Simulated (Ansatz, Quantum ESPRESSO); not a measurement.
# BaZrO3 (Pm-3m): third-order response

Wanted: vibrational spectra of BaZrO3 (Pm-3m) from linear and non-linear response.

Main program and level: Quantum ESPRESSO 8.0 development, patched; DFT LDA, scalar-relativistic, plane waves, PseudoDojo norm-conserving pseudopotentials.

Experimental background.

For BaZrO3, cubic perovskite (solid-state synthesised powder, 300 K), “EXAFS study of lead-free relaxor ferroelectric BaTi(1-x)Zr(x)O3 at the Zr K-edge” (2006, arxiv:cond-mat/0602127) gives, by X-ray diffraction: lattice constant a (cubic cell parameter) 4.192 ± 0.001 Å.

“Broadband dielectric spectroscopy of Ba(Zr,Ti)O3: dynamics of relaxors and diffuse ferroelectrics” (2013, arxiv:1312.3131) quotes from earlier work for BaZrO3, cubic perovskite (ceramic, earlier study, 300 K): static dielectric constant (static permittivity) about 36 [polycrystalline ceramic; value quoted from the authors' earlier paper].

“Lattice dynamics and Raman spectrum of BaZrO3 single crystals” (2019, arxiv:1907.02008) quotes from earlier work for BaZrO3, cubic perovskite (polycrystalline, earlier work): infrared mode (TO1 at Gamma, T1u) 116 cm⁻¹ [Literature IR value quoted for comparison; temperature and sample not stated in passage]; infrared mode (TO2 at Gamma, T1u) 214 cm⁻¹ [Literature IR value quoted for comparison; temperature and sample not stated in passage]; infrared mode (TO3 at Gamma, T1u) 520 cm⁻¹ [Literature IR value quoted for comparison; temperature and sample not stated in passage].

Most raw output is cut from this account.

## 1. The structure

The structure is cubic, space group Pm-3m (No. 221). The conventional cell has a = 4.191 Å, b = 4.191 Å, c = 4.191 Å, α = 90.00°, β = 90.00°, γ = 90.00°. Nearest to Ba lie 12 O at 2.96 Å. Nearest to Zr lie 6 O at 2.10 Å. O has 2 Zr at 2.10 Å and 4 Ba at 2.96 Å nearest. Farther neighbours and most contacts between anions are not listed.

## 2. A probe with smearing

A cheap run with smearing and empty bands tells whether the crystal has a gap, which decides between fixed occupations and smearing later on.

File probe.in:

```
&CONTROL
  calculation = 'scf'
  prefix      = 'x'
  outdir      = './tmp'
  pseudo_dir  = './pseudo'
  tprnfor     = .true.
  tstress     = .true.
  verbosity   = 'high'
/
&SYSTEM
  ibrav       = 0
  nat         = 5
  ntyp        = 3
  ecutwfc     = 84.0
  occupations = 'smearing'
  smearing    = 'gaussian'
  degauss     = 0.01
/
&ELECTRONS
  conv_thr         = 1.0d-07
  mixing_beta      = 0.7
  electron_maxstep = 100
/
ATOMIC_SPECIES
 Ba    137.3270  Ba.upf
 Zr     91.2240  Zr.upf
 O      15.9990  O.upf
CELL_PARAMETERS angstrom
     4.191340000    0.000000000    0.000000000
     0.000000000    4.191340000    0.000000000
     0.000000000    0.000000000    4.191340000
ATOMIC_POSITIONS crystal
 Ba     0.000000000   0.000000000   0.000000000
 Zr     0.500000000   0.500000000   0.500000000
 O      0.000000000   0.500000000   0.500000000
 O      0.500000000   0.000000000   0.500000000
 O      0.500000000   0.500000000   0.000000000
K_POINTS automatic
 4 4 4 0 0 0
```

The run is started by

```console
$ OMP_NUM_THREADS=1 mpirun -n 8 pw.x -nk 8 -in probe.in > probe.out
```

Run time: 8 s. Hardware: 8 MPI ranks of Intel Xeon at 2.70GHz, shared host.

This step gave:

```
volume per atom   : 14.73 Å³
pressure          : -4.918 GPa
gap on the k-mesh : 3.104 eV
```

A gap of 3.1 eV opens on this mesh, so the crystal is taken as an insulator; the start stands at -4.9 GPa.

## 3. Relaxing the cell and atoms

The harmonic expansion starts where the forces on the atoms vanish, and stress shifts the frequencies, so cell and atoms are relaxed with tight thresholds.

File relax.in:

```
&CONTROL
  calculation   = 'vc-relax'
  prefix        = 'x'
  outdir        = './tmp'
  pseudo_dir    = './pseudo'
  tprnfor       = .true.
  tstress       = .true.
  forc_conv_thr = 2.0d-05
  etot_conv_thr = 1.0d-07
  nstep         = 40
/
&SYSTEM
  ibrav       = 0
  nat         = 5
  ntyp        = 3
  ecutwfc     = 84.0
  occupations = 'fixed'
  nbnd        = 22
/
&ELECTRONS
  conv_thr         = 1.0d-11
  mixing_beta      = 0.7
  electron_maxstep = 100
/
&IONS
/
&CELL
  press_conv_thr = 0.2
/
ATOMIC_SPECIES
 Ba    137.3270  Ba.upf
 Zr     91.2240  Zr.upf
 O      15.9990  O.upf
CELL_PARAMETERS angstrom
     4.191340000    0.000000000    0.000000000
     0.000000000    4.191340000    0.000000000
     0.000000000    0.000000000    4.191340000
ATOMIC_POSITIONS crystal
 Ba     0.000000000   0.000000000   0.000000000
 Zr     0.500000000   0.500000000   0.500000000
 O      0.000000000   0.500000000   0.500000000
 O      0.500000000   0.000000000   0.500000000
 O      0.500000000   0.500000000   0.000000000
K_POINTS automatic
 6 6 6 0 0 0
```

The run is started by

```console
$ OMP_NUM_THREADS=1 mpirun -n 8 pw.x -nk 8 -in relax.in > relax.out
```

Run time: 50 s. Hardware: 8 MPI ranks; 6.6 min of CPU time.

The steps of the relaxation:

```
step  energy less that of the first step (eV)  largest force (eV/Å)  pressure (GPa)  volume (Å³)
   1                                   0.0000                0.0000           -4.94        73.63
   2                                  -0.0336                0.0000           -0.83        71.79
   3                                  -0.0345                0.0000            0.04        71.43
   4                                  -0.0345                0.0000            0.00        71.45
   5                                  -0.0345                0.0000            0.00        71.45
   6                                  -0.0342                0.0000           -0.02        71.45
```

```
conventional cell, symmetrised  before  after  change
                         a (Å)   4.191  4.150  -1.0 %
                         b (Å)   4.191  4.150  -1.0 %
                         c (Å)   4.191  4.150  -1.0 %
              volume (Å³/atom)   14.73  14.29  -3.0 %
```

The relaxed structure:

```cif
data_structure
_symmetry_space_group_name_H-M 'P 1'
_symmetry_Int_Tables_number 1
_cell_length_a 4.1495
_cell_length_b 4.1495
_cell_length_c 4.1495
_cell_angle_alpha 90.000
_cell_angle_beta 90.000
_cell_angle_gamma 90.000
_cell_volume 71.45
loop_
_atom_site_label
_atom_site_type_symbol
_atom_site_fract_x
_atom_site_fract_y
_atom_site_fract_z
_atom_site_occupancy
Ba1 Ba 0.00000 0.00000 0.00000 1
Zr2 Zr 0.50000 0.50000 0.50000 1
O3 O 0.00000 0.50000 0.50000 1
O4 O 0.50000 0.00000 0.50000 1
O5 O 0.50000 0.50000 0.00000 1
```

The last row of the table of steps is pw.x's closing run on a basis chosen anew for the final cell, so its energy can jump.

This step gave:

| Quantity | Value |
| --- | --- |
| volume per atom | 14.29 Å³ |
| pressure | -0.016 GPa |
| gap on the k-mesh | 3.173 eV |

The volume changes by -3.0 % from the cell with which this run began.

## 4. Self-consistent run for the response

Perturbation theory inherits every error of the wavefunctions, so the threshold is set near the limit of the arithmetic. With a gap, occupations are fixed, which also allows the response to an electric field.

File scf.in:

```
&CONTROL
  calculation = 'scf'
  prefix      = 'x'
  outdir      = './tmp'
  pseudo_dir  = './pseudo'
  tprnfor     = .true.
  tstress     = .true.
/
&SYSTEM
  ibrav       = 0
  nat         = 5
  ntyp        = 3
  ecutwfc     = 84.0
  occupations = 'fixed'
  nbnd        = 22
/
&ELECTRONS
  conv_thr         = 1.0d-12
  mixing_beta      = 0.7
  electron_maxstep = 100
/
ATOMIC_SPECIES
 Ba    137.3270  Ba.upf
 Zr     91.2240  Zr.upf
 O      15.9990  O.upf
CELL_PARAMETERS angstrom
     4.149539416    0.000000000    0.000000000
     0.000000000    4.149539416    0.000000000
     0.000000000    0.000000000    4.149539416
ATOMIC_POSITIONS crystal
 Ba     0.000000000   0.000000000   0.000000000
 Zr     0.500000000   0.500000000   0.500000000
 O      0.000000000   0.500000000   0.500000000
 O      0.500000000   0.000000000   0.500000000
 O      0.500000000   0.500000000   0.000000000
K_POINTS automatic
 8 8 8 0 0 0
```

The run is started by

```console
$ OMP_NUM_THREADS=1 mpirun -n 8 pw.x -nk 8 -in scf.in > scf.out
```

Run time: 24 s. Hardware: 8 MPI ranks; 2.9 min of CPU time.

The cell stands at -0.016 GPa, close enough for phonons.

## 5. Zone-centre response

At q = 0 one unit cell holds all displacements; symmetry groups them into irreducible representations that are solved one by one. The response to a field gives ε∞ and the Born charges, which polar modes need. Third-order response adds the Raman tensors.

File ph.in:

```
phonons
&INPUTPH
  prefix = 'x'
  outdir = './tmp'
  fildyn = 'g.dyn'
  tr2_ph = 1.0d-18
  epsil  = .true.
  lraman = .true.
  elop   = .true.
/
0.000000000000 0.000000000000 0.000000000000
```

The run is started by

```console
$ OMP_NUM_THREADS=1 mpirun -n 8 ph.x -nk 8 -in ph.in > ph.out
```

It took 25 min on 8 MPI ranks; 3.4 h of CPU time.

Numbers from this step:

```yaml
miss_of_the_charge_sum_rule: 7.70e-4 e
largest_acoustic_frequency_at_the_zone_centre_before_the_sum_rule: 1.03 cm⁻¹
highest_optical_zone_centre_mode_no_lo_to_term: 524.7 cm⁻¹
lowest_optical_zone_centre_mode: 97.7 cm⁻¹
mean_high_frequency_dielectric_constant: 4.894
largest_born_charge_in_size_third_of_the_trace: 6.111 e
```

Born charge (rows field, columns displacement), before the sum rule (e), principal values of the symmetric part by kind of site:

```csv
atom,atoms with these values,low,middle,high,mean
Ba1,1,2.74,2.74,2.74,2.74
Zr2,1,6.11,6.11,6.11,6.11
O3,3,-4.80,-2.03,-2.03,-2.95
```

In full for O3:

```
-4.80  0.00  0.00
 0.00 -2.03  0.00
 0.00  0.00 -2.03
```

High-frequency dielectric tensor:

```
4.89 0.00 0.00
0.00 4.89 0.00
0.00 0.00 4.89
```

The acoustic modes at Γ come out as far as 1.0 cm⁻¹ from zero, where they should vanish, a small numerical error; the Born charges miss their sum rule by 7.7e-4 e, which is good.

## 6. Zone-centre analysis

A rigid shift of the crystal must cost nothing, but grids and finite bases break this; the acoustic sum rule is imposed before the matrix is diagonalised again. With Born charges the intensities follow, and the static dielectric tensor.

File dynmat.in:

```
&INPUT
  fildyn = 'g.dyn'
  asr    = 'simple'
  fileig = 'dynmat.eig'
  lperm  = .true.
/
```

The run is started by

```console
$ dynmat.x -in dynmat.in > dynmat.out
```

It took 0.7 s on 1 thread.

Numbers from this step:

| Item | Value |
| --- | --- |
| lowest optical zone-centre mode | 97.69 cm⁻¹ |
| mean static dielectric constant | 63.58 |

Unit eigenvectors of the mass-weighted matrix after the sum rule; no LO-TO term. Modes at Γ, with each element's share of the kinetic energy:

```
mode  frequency (cm⁻¹)  symmetry  Ba %  Zr %  O %
   1               0.0  acoustic    50    33   17
   2               0.0  acoustic    50    33   17
   3               0.0  acoustic    50    33   17
   4              97.7       T1u    42     9   49
   5              97.7       T1u    42     9   49
   6              97.7       T1u    42     9   49
   7             173.0       T2u     0     0  100
   8             173.0       T2u     0     0  100
   9             173.0       T2u     0     0  100
  10             194.8       T1u     8    56   36
  11             194.8       T1u     8    56   36
  12             194.8       T1u     8    56   36
  13             524.7       T1u     0     3   97
  14             524.7       T1u     0     3   97
  15             524.7       T1u     0     2   97
```

Displacements in mode 6 (97.7 cm⁻¹), the largest set to 1:
```
Ba1  0.00 -0.02  0.48
Zr2  0.00  0.01 -0.27
O3   0.00  0.04 -1.00
O4   0.00  0.03 -1.00
O5   0.00  0.04 -0.58
```

Displacements in mode 9 (173.0 cm⁻¹), the largest set to 1:
```
Ba1  0.00  0.00  0.00
Zr2  0.00  0.00  0.00
O3   0.00 -0.60  1.00
O4   0.01  0.00 -1.00
O5  -0.01  0.60  0.00
```

Degenerate modes summed, no LO-TO term. Lines of the infrared spectrum (strongest = 100):

| position (cm⁻¹) | lines merged | label | IR intensity, relative |
| --- | --- | --- | --- |
| 98 | 3 | T1u | 58 |
| 173 | 3 | T2u | 0.0 |
| 195 | 3 | T1u | 94 |
| 525 | 3 | T1u | 100 |

Static dielectric tensor (ions relaxed, fixed cell):

```
63.58  0.00  0.00
 0.00 63.58  0.00
 0.00  0.00 63.58
```

The rule moves no optical mode by more than 0.1 cm⁻¹.

## 7. Sum rules set otherwise: a sum rule for molecules or wires on a crystal

This rule also removes rotations, which suits molecules and not a crystal; it is tried to see the harm.

File dynmat.in:

```
&INPUT
  fildyn = 'g.dyn'
  asr    = 'zero-dim'
  fileig = 'dynmat.eig'
  lperm  = .true.
/
```

The run is started by

```console
$ dynmat.x -in dynmat.in > dynmat.out
```

Run time: 0.68 s. Hardware: 1 thread.

The run ended normally, but on settings that are not sound.

The fault: a sum rule for molecules or wires on a crystal; 3 optical modes are projected out to zero frequency, as if they were rotations, and the static dielectric tensor is spoilt.

For a crystal the rule has to be 'simple' or 'crystal'.

Zone-centre frequencies as printed; negative means imaginary. Modes:

| mode | frequency (cm⁻¹) |
| --- | --- |
| 1 | 0 |
| 2 | 0 |
| 3 | 0 |
| 4 | 0 |
| 5 | 0 |
| 6 | 0 |
| 7 | 97.7 |
| 8 | 128.1 |
| 9 | 128.1 |
| 10 | 194.8 |
| 11 | 220.9 |
| 12 | 220.9 |
| 13 | 477.1 |
| 14 | 477.1 |
| 15 | 524.7 |

## 8. Sum rules set otherwise (asr no)

Without the rule the raw error of the acoustic modes shows.

File dynmat.in:

```
&INPUT
  fildyn = 'g.dyn'
  asr    = 'no'
  fileig = 'dynmat.eig'
  lperm  = .true.
/
```

The run is started by

```console
$ dynmat.x -in dynmat.in > dynmat.out
```

Run time: 0.66 s. Hardware: 1 thread.

Numbers from this step:

```
lowest optical zone-centre mode : 97.7 cm⁻¹
mean static dielectric constant : 63.57
```

Zone-centre frequencies as printed; negative means imaginary. Modes:

```
mode  frequency (cm⁻¹)
   1              1.03
   2              1.03
   3              1.03
   4              97.7
   5              97.7
   6              97.7
   7             173.1
   8             173.1
   9             173.1
  10             194.8
  11             194.8
  12             194.8
  13             524.7
  14             524.7
  15             524.7
```

Against the first rule no mode moves by more than 1.1 cm⁻¹.

## 9. Modes along a direction of q (1 0 0)

A longitudinal polar mode sets up a macroscopic field that stiffens it; the term hangs on the direction from which q goes to zero.

File dynmat.in:

```
&INPUT
  fildyn = 'g.dyn'
  asr    = 'simple'
  fileig = 'dynmat.eig'
  q(1)   = 1.0
  q(2)   = 0.0
  q(3)   = 0.0
/
```

The run is started by

```console
$ dynmat.x -in dynmat.in > dynmat.out
```

The job ended after 0.68 s (1 thread).

Read from the output:

```
highest mode moved by the LO-TO term : 714.0 cm⁻¹
```

Zone-centre frequencies as printed; negative means imaginary. Modes:

```
mode  frequency (cm⁻¹)
   1                 0
   2                 0
   3                 0
   4             97.69
   5             97.69
   6             137.8
   7               173
   8               173
   9               173
  10             194.8
  11             194.8
  12             365.6
  13             524.7
  14             524.7
  15               714
```

The field moves 3 modes; the highest of them now lies at 714 cm⁻¹, where the highest that moved away lay at 525.

## 10. Cross-check with Ansatz

The same cell goes through another code at the same cutoff. The files are of one family, but Ansatz's library holds files of its own making for some heavy elements, so those for Ba may differ. Its k mesh is centred on Γ.

This step: DFT LDA, scalar-relativistic, plane waves, norm-conserving pseudopotentials of its library (PseudoDojo's, some remade) (Ansatz 0.2.0).

File input.yaml:

```yaml
crystal:
  lattice:
    - [4.149539416, 0.0, 0.0]
    - [0.0, 4.149539416, 0.0]
    - [0.0, 0.0, 4.149539416]
  atoms:
    - { symbol: Ba, position: [0.0, 0.0, 0.0] }
    - { symbol: Zr, position: [0.5, 0.5, 0.5] }
    - { symbol: O, position: [0.0, 0.5, 0.5] }
    - { symbol: O, position: [0.5, 0.0, 0.5] }
    - { symbol: O, position: [0.5, 0.5, 0.0] }
kpoints:
  mp_grid: { grid: [8, 8, 8] }
hamiltonian:
  xc: lda
  pseudopotentials: { kind: nc, accuracy: standard }
scf:
  occupations: { method: fixed }
output:
  eigenvalues: true
basis:
  ecutwfc: 1142.878
phonons:
  method: dfpt
  dielectric: true
  rigid_motions: translations
  raman: true
```

The run is started by

```console
$ ansatz run input.yaml --threads 8 --pin off --max-ram 16384MiB --backend cpu --events-out ev --progress --plain --runs-dir out
```

Run time: 3.9 min. Hardware: 8 threads; peak memory 5.1 GiB.

This step gave:

```
gap on the k-mesh                                : 3.202 eV
sum-rule residual before enforcement             : 3.86e-4 eV/Å²
miss of the charge sum rule                      : 3.36e-5 e
lowest optical zone-centre mode                  : 89.17 cm⁻¹
largest Born charge in size (third of the trace) : 6.106 e
mean static dielectric constant                  : 73.55
highest mode moved by the LO-TO term             : 713.9 cm⁻¹
```

Transverse modes. Infrared lines, with heights relative to the strongest:

| position (cm⁻¹) | label | IR intensity ((D/Å)²/amu), degenerate modes summed, relative |
| --- | --- | --- |
| 89 | T1u | 60 |
| 168 | T2u | 0.0 |
| 194 | T1u | 90 |
| 525 | T1u | 100 |

## 11. Side by side: QE PseudoDojo and Ansatz, library NC

Worked out from the results:

- root-mean-square difference: 5.01 cm⁻¹
- largest difference: 8.5 cm⁻¹

Optical modes, paired by symmetry label. Frequencies side by side, by row:

```csv
q (reciprocal lattice),mode,QE PseudoDojo (cm⁻¹),"Ansatz, library NC (cm⁻¹)"
0 0 0,4,97.7,89.2
0 0 0,5,97.7,89.2
0 0 0,6,97.7,89.2
0 0 0,7,173,167.8
0 0 0,8,173,167.8
0 0 0,9,173,167.8
0 0 0,10,194.8,193.8
0 0 0,11,194.8,193.8
0 0 0,12,194.8,193.8
0 0 0,13,524.7,524.7
0 0 0,14,524.7,524.7
0 0 0,15,524.7,524.7
```

The two runs side by side. Further quantities:

```
                                                                               quantity  QE PseudoDojo  Ansatz, library NC
                                                                                mean ε∞          4.894               4.894
largest Born charge in size (e; the first before, the second after the charge sum rule)           6.11               6.106
                                                       summed IR intensity ((D/Å)²/amu)          167.1                 167
```

At the zone centre the largest difference (acoustic modes at Γ apart) is 2 % of the highest mode, but 9 % of the mode at 98 cm⁻¹ on which it sits.

## 12. Summary of results

```yaml
space_group_after_relaxation: Pm-3m
volume_per_atom: 14.3 Å³
gap_on_the_k_mesh: 3.17 eV
highest_optical_zone_centre_mode_no_lo_to_term: 524.7 cm⁻¹
lowest_optical_zone_centre_mode: 97.7 cm⁻¹
highest_mode_moved_by_the_lo_to_term: 714.0 cm⁻¹
mean_high_frequency_dielectric_constant: 4.89
largest_born_charge_in_size_third_of_the_trace: 6.11 e
mean_static_dielectric_constant: 63.6
imaginary_optical_modes_at_the_zone_centre_no_q_mesh_in_this_session: none
largest_difference_from_ansatz_library_nc: 8.5 cm⁻¹
```

No mode is Raman active in this structure; the strongest infrared line lies at 525 cm⁻¹. At the LDA level the optical modes of BaZrO3 (Pm-3m) at the zone centre (no LO-TO term) run from 98 to 525 cm⁻¹. Along the directions run, the highest mode that the macroscopic field moves lies at 714 cm⁻¹. Lattice motion raises the mean dielectric constant from 4.894 to 63.58. Of the 12 optical modes, 9 are infrared active alone and 3 are silent. QE PseudoDojo and Ansatz, library NC differ by 5.0 cm⁻¹ in the root mean square and by 8.5 cm⁻¹ at most, 1.6 % of the highest mode compared (acoustic modes at Γ left out); the two use different potentials, and the cell was not relaxed for the second set. These are harmonic frequencies at zero temperature: anharmonic shifts and linewidths and thermal expansion are left out. Spin-orbit coupling is left out, which can matter for the heavy elements here. The published file for Ba has no f projectors, which tends to make oxide cells too large. The total energies of the two programs lie far apart, so at least one potential file in Ansatz's library differs from the published one read by the first program. The build is a development version in which the Raman tensors of release 7.5 are mended; dynmat.x leaves out the electro-optic term of LO lines.

Computed beside measured:

| quantity | measured | LDA PseudoDojo norm-conserving, Quantum ESPRESSO | LDA norm-conserving PseudoDojo |
| --- | --- | --- | --- |
| lattice constant a (Å) | 4.192 | 4.150 (-1.0 %) | - |
| static dielectric constant (mean of the tensor) | 36 | 63.58 (+76.6 %) | 73.55 (+104.3 %) |
| infrared mode, TO1 at Gamma, T1u (cm⁻¹) | 116 | 98 (-15.8 %) | 89 (-23.1 %) |
| infrared mode, TO2 at Gamma, T1u (cm⁻¹) | 214 | 195 (-9.0 %) | 194 (-9.4 %) |
| infrared mode, TO3 at Gamma, T1u (cm⁻¹) | 520 | 525 (+0.9 %) | 525 (+0.9 %) |

Measured values from arxiv:cond-mat/0602127 (2006), arxiv:1312.3131 (2013) and arxiv:1907.02008 (2019).

How well it matches: Measured modes were matched to the nearest mode of that symmetry; at LDA PseudoDojo norm-conserving, Quantum ESPRESSO, 3 of them have a partner, and the computed frequencies miss them by 8.6 % on average (mean signed -7.9 %), which is a clear miss. The lattice constant a is off by -1.0 %: fair agreement. The static dielectric constant is off by +76.6 % at LDA PseudoDojo norm-conserving, Quantum ESPRESSO. The grades are ours: good and fair within 0.7 and 1.5 % for the lattice constant a, 10 and 25 % for the static dielectric constant and 3 and 7 % for the infrared mode. Zero-point motion and thermal expansion (measured at up to 300 K) are not in the computed lattice constants, static dielectric constant and infrared mode.

[Host names and launcher messages were left out of these logs when they were recorded.]

[Logs are printed without paths, hosts, clocks, repeated set-up lines and the standing remarks that a program may print on its own settings, such as how far it seeks lower states.]

[Hosts, paths, dates, database ids (printed as entryN), source tags and the programs' standing remarks are cut or masked in the printed files.]
